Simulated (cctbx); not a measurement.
## What resolution and counting buy: Tm5Zn3

Space group I4/mcm (no. 140), a = 7.4020 Å, b = 7.4020 Å, c = 13.5810 Å, α = 90.00°, β = 90.00°, γ = 90.00°.

| atom | mult. | x | y | z | Ueq (Å²) |
| --- | --- | --- | --- | --- | --- |
| Tm1 | 16 | 0.3323 | 0.1677 | 0.1535 | 0.0026 |
| Tm2 | 4 | 0 | 0 | 0 | 0.0031 |
| Zn1 | 8 | 0.8845 | 0.6155 | 0 | 0.0032 |
| Zn2 | 4 | 1/2 | 1/2 | 1/4 | 0.0035 |

The model was made for the exercise: a known structure type with other elements put in, its volume estimated, not relaxed; displacement parameters are assumed.

Five simulated data sets (cctbx; Ag Kα, λ = 0.56087 Å; 3 % proportional error) differ in resolution or exposure (noise floor 8 counts in the first three, 8 in the last two). Each is refined with the right model, isotropic at 1.1 Å and anisotropic otherwise. How do the figures of merit and the uncertainties move?

| d min (Å) | top counts | ⟨I/σ⟩ (unmerged, absences included) | unique | param. (scale apart) | Rint | R1 | GooF | largest s.u. xyz (fractional) | s.u. U of Zn1 (Å²) | largest error (Å) |
| --- | --- | --- | --- | --- | --- | --- | --- | --- | --- | --- |
| 1.1 | 70000 | 10.7 | 94 | 7 | 0.023 | 0.0082 | 1.11 | 0.00009 | 0.0003 | 0.0003 |
| 0.84 | 70000 | 10.1 | 197 | 14 | 0.025 | 0.0071 | 1.00 | 0.00005 | 0.0002 | 0.0003 |
| 0.6 | 70000 | 9.1 | 515 | 14 | 0.027 | 0.0061 | 0.95 | 0.00003 | 0.0001 | 0.0001 |
| 0.75 | 300 | 0.7 | 268 | 14 | 0.343 | 0.0588 | 0.96 | 0.00087 | 0.0025 | 0.0050 |
| 0.75 | 3000 | 3.4 | 268 | 14 | 0.068 | 0.0178 | 0.96 | 0.00017 | 0.0005 | 0.0012 |

The number of reflections grows roughly as 1/d³: 94, 197 and 515 here. R1 follows the noise rather than the truth: at 300 counts it is 0.0588, at 3000 counts 0.0178, while GooF is 0.96 and 0.96: the weights 1/σ² carry the noise. The s.u. of U (U11 where anisotropic) for Zn1 goes 0.0003, 0.0002, 0.0001 Å² with resolution and 0.0025, 0.0005 Å² with exposure.

Hardware for the 0.6 Å refinement: 0.57 s on 1 thread of Arm Neoverse N1, on a shared host, peak memory 0.09 GiB.
